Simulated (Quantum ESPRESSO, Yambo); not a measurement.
# A GW run on SiO2 (Quartz) in Yambo, with inputs changed, part 2 of 2

Aim: change inputs of a GW run on SiO2 (Quartz) and see what moves.

Yambo 5.3.0; LDA and many-body steps on it, plane waves. Known limits of the many-body steps: not at the basis limit; coarse k mesh.

So far. Step 3 (More G vectors in the random integration): Against G0W0 in Yambo (3×3×2 mesh, 234 bands, screening to 170.1 eV, Godby-Needs plasmon pole), the gap moves by +0.060 eV. Step 4 (Damping of G): Against G0W0 in Yambo (3×3×2 mesh, 234 bands, screening to 170.1 eV, Godby-Needs plasmon pole), the gap moves by −0.0001 eV.

**6. Pole fitted at another frequency**

Level of this step: G0W0 on LDA, plane waves, norm-conserving pseudopotentials (Yambo).

The input, gw7.in:

```
HF_and_locXC
gw0
dyson
ppa
em1d
rim_cut
RandQpts= 1000000
RandGvec= 1 RL
EXXRLvcs= 72 Ry
VXCRLvcs= 288 Ry
Chimod= "HARTREE"
% BndsRnXp
 1 | 234 |
%
NGsBlkXp= 12.5 Ry
% LongDrXp
 1 | 1 | 1 |
%
% GbndRnge
 1 | 234 |
%
DysSolver= "n"
ExtendOut
PPAPntXp= 15 eV
% QPkrange
 5 | 5 | 23 | 26 |
 1 | 1 | 23 | 26 |
%
```

On the command line:

```bash
$ OMP_NUM_THREADS=2 mpirun -n 4 yambo -F gw7.in -J gw7 -C gw7 > gw7.log
```

The log of the run:

```text
 Yambo, version 5.3.0

 [02] CORE Variables Setup
 =========================

  [... cell, symmetries and grids as in the set-up ...]

  [02.05] Energies & Occupations
  ==============================

  [X] === General ===
  [X] Electronic Temperature                        :  0.000000  0.000000 [eV K]
  [X] Bosonic    Temperature                        :  0.000000  0.000000 [eV K]
  [X] Finite Temperature mode                       : no
  [X] El. density                                   :  0.42403E+24 [cm-3]
[...]
Sx RL components                                 :   7959

   QP @ state[ 1 ] K range                          :  1  1
   QP @ state[ 1 ] b range                          :  23  26
   QP @ state[ 2 ] K range                          :   5   5
   QP @ state[ 2 ] b range                          :  23  26
   GF energies kind                                 : Slater exchange(X)+Perdew & Wang(C)
   GF WF`s kind                                     : Slater exchange(X)+Perdew & Wang(C)
   Xs energies kind                                 : Slater exchange(X)+Perdew & Wang(C)
   Xs WF`s kind                                     : Slater exchange(X)+Perdew & Wang(C)

 [11] Game Over & Game summary
```

It took 6.6 min on 4 MPI ranks of Arm Neoverse N1, shared host; peak memory 2.5 GiB.

Numbers from this step:

```yaml
g0w0_gap_on_the_points_computed: 8.773 eV
starting_gap_on_the_mesh: 5.801 eV
k_of_the_valence_top: 0.3333, 0.3333, 0
k_of_the_conduction_bottom: 0, 0, 0
least_direct_g0w0_gap_on_the_computed_points: 9.142 eV
```

Against G0W0 in Yambo (3×3×2 mesh, 234 bands, screening to 170.1 eV, Godby-Needs plasmon pole), the gap moves by −0.043 eV.

**7. One G vector of screening**

gw9.in, as its differences from gw7.in of step 6:

```diff
@@ -14,3 +14,3 @@
 %
-NGsBlkXp= 12.5 Ry
+NGsBlkXp= 1 RL
 % LongDrXp
@@ -23,3 +23,3 @@
 ExtendOut
-PPAPntXp= 15 eV
+PPAPntXp= 27.21138 eV
 % QPkrange
```

On the command line:

```bash
$ OMP_NUM_THREADS=2 mpirun -n 4 yambo -F gw9.in -J gw9 -C gw9 > gw9.log
```

The log of the run:

```text
 Yambo, version 5.3.0

 [02] CORE Variables Setup
 =========================

  [... cell, symmetries and grids as in the set-up ...]

  [02.05] Energies & Occupations
  ==============================

  [X] === General ===
  [X] Electronic Temperature                        :  0.000000  0.000000 [eV K]
  [X] Bosonic    Temperature                        :  0.000000  0.000000 [eV K]
  [X] Finite Temperature mode                       : no
  [X] El. density                                   :  0.42403E+24 [cm-3]
  [X] Fermi Level                                   :  2.172031 [eV]

  [X] === Gaps and Widths ===
  [X] Conduction Band Min                           :  5.801381 [eV]
  [X] Valence Band Max                              :  0.000000 [eV]
  [X] Filled Bands                                  :  24
  [X] Empty Bands                                   :   25  234
  [X] Direct Gap                                    :  6.125512 [eV]
  [X] Direct Gap localized at k                     :  1
  [X] Indirect Gap                                  :  5.801381 [eV]
  [X] Indirect Gap between kpts                     :   5   1
  [X] Last valence band width                       :  0.596912 [eV]
  [X] 1st conduction band width                     :  3.097079 [eV]

 [03] Transferred momenta grid and indexing
 ==========================================

 IBZ Q-points                                      :   8
 BZ  Q-points                                      :  18

 K/Q-points units:
 rlu = crystal or reduced units; cc = cartesian coordinates; iku = interal k-units

 Q [1]          [rlu]:  0.000000  0.000000  0.000000
 Q [2]          [rlu]:  0.000000  0.000000 -0.500000
 Q [3]          [rlu]:  0.72872E-17  0.33333       0.0000
[...]
[xc] LIBXC used to calculate xc functional
  PP Number of Atomic Species                      :  2
  NLCC RL compoments                               :   63145
  PP Number of Atomic Species                      :  2
  NLCC RL compoments                               :   63145

 [xc] E_xc :  -24.88628 [Ha]
      E_xc :  -49.77257 [Ry]

  Local XC kind (lXC) : Slater exchange(X)+Perdew & Wang(C)
  Non-Local XC kind (nlXC) : Hartree-Fock

  Corrections @ K [1] :  [eV]
 <23|nlXC|23> = -25.06677  0.41455E-17 <23|lXC|23> = -19.28077  0.000000
 <24|nlXC|24> = -25.06525 -0.50028E-17 <24|lXC|24> = -19.28077  0.14161E-15
 <25|nlXC|25> = -6.490476  0.78900E-19 <25|lXC|25> = -11.30929  0.000000
[...]
Corrections @ K [5] :  [eV]
[...]
<25|nlXC|25> = -7.117989 -0.13279E-18 <25|lXC|25> = -12.56942 -0.37763E-15
 <26|nlXC|26> = -7.118704  0.81795E-18 <26|lXC|26> = -12.56942 -0.94408E-16

 [08] Dyson equation: Newton solver
 ==================================

  [08.01] G0W0 (W PPA)
  ====================

  [  GW  ] Bands range     :    1  234
  [GW/PPA] G damping       :  0.100000 [eV]

  QP @ state[ 1 ] K range:  1  1
  QP @ state[ 1 ] b range:  23  26
  QP @ state[ 2 ] K range:   5   5
  QP @ state[ 2 ] b range:  23  26

   Sc/G bands                                       :    1  234
   Sc/G damping                                     :  0.100000 ev
   Sc bands terminator                              : no
   Sx RL components                                 :   7959

   QP @ state[ 1 ] K range                          :  1  1
   QP @ state[ 1 ] b range                          :  23  26
   QP @ state[ 2 ] K range                          :   5   5
   QP @ state[ 2 ] b range                          :  23  26
   GF energies kind                                 : Slater exchange(X)+Perdew & Wang(C)
   GF WF`s kind                                     : Slater exchange(X)+Perdew & Wang(C)
   Xs energies kind                                 : Slater exchange(X)+Perdew & Wang(C)
   Xs WF`s kind                                     : Slater exchange(X)+Perdew & Wang(C)

 [11] Game Over & Game summary
```

The job ended after 76 s (4 MPI ranks; peak memory 2.5 GiB).

The run ended normally, though the input holds a fault or crude settings.

The fault put into this input: one G vector of screening. It printed a gap of 12.46 eV, an artefact of the input.

**8. Side by side**

Times are wall times on 4 MPI ranks of Arm Neoverse N1, shared host, good to a factor of about two.

```
                                     run   mesh  bands  screening cutoff (eV)  DFT gap (eV)  gap on the mesh (eV)  direct (eV)     time
                                    base  3×3×2    234                  170.1         5.801                 8.816        9.189  6.4 min
more G vectors in the random integration  3×3×2    234                  170.1         5.801                 8.876        9.248  3.8 min
                            damping of G  3×3×2    234                  170.1         5.801                 8.816        9.189     93 s
                           scissors in G  3×3×2    234                  170.1         5.801                 8.864        9.238     93 s
        pole fitted at another frequency  3×3×2    234                  170.1         5.801                 8.773        9.142  6.6 min
```

**9. What came out**

| Quantity | Value |
| --- | --- |
| base | 8.816 eV |
| more G vectors in the random integration | 8.876 eV |
| damping of G | 8.816 eV |
| scissors in G | 8.864 eV |
| pole fitted at another frequency | 8.773 eV |
| known limits | not at the basis limit; coarse k mesh |

More G vectors in the random integration: +0.060 eV against base (keys changed: RandGvec and QpgFull; the shift is their joint effect). Damping of G: no change against base (keys changed: GDamping). Scissors in G: +0.048 eV against base (keys changed: GfnQP_E). Pole fitted at another frequency: −0.043 eV against base (keys changed: PPAPntXp). Bands and cutoff are finite, so the gap is not at the basis limit. The miss can reach some tenths of an eV and take either sign; the mesh is an error of its own. In the G0W0 runs levels were corrected at 2 k points alone, so a gap called «on the mesh» is the least over those, and an edge elsewhere would be missed. The 3×3×2 mesh is coarse for this cell, which bears on the long-range parts of exchange and screening.

[Paths, hosts, dates, memory and timing lines, banners, echoed tables and standing remarks are left out of the program output.]

[Logs are printed without paths, hosts, clocks, repeated set-up lines and the standing remarks that a program may print on its own settings, such as how far it seeks lower states.]

[Runs of the session that timed out or met a known fault of the program may be left out.]

[Hosts, paths, dates, database ids (printed as entryN), source tags and the programs' standing remarks are cut or masked in the printed files.]
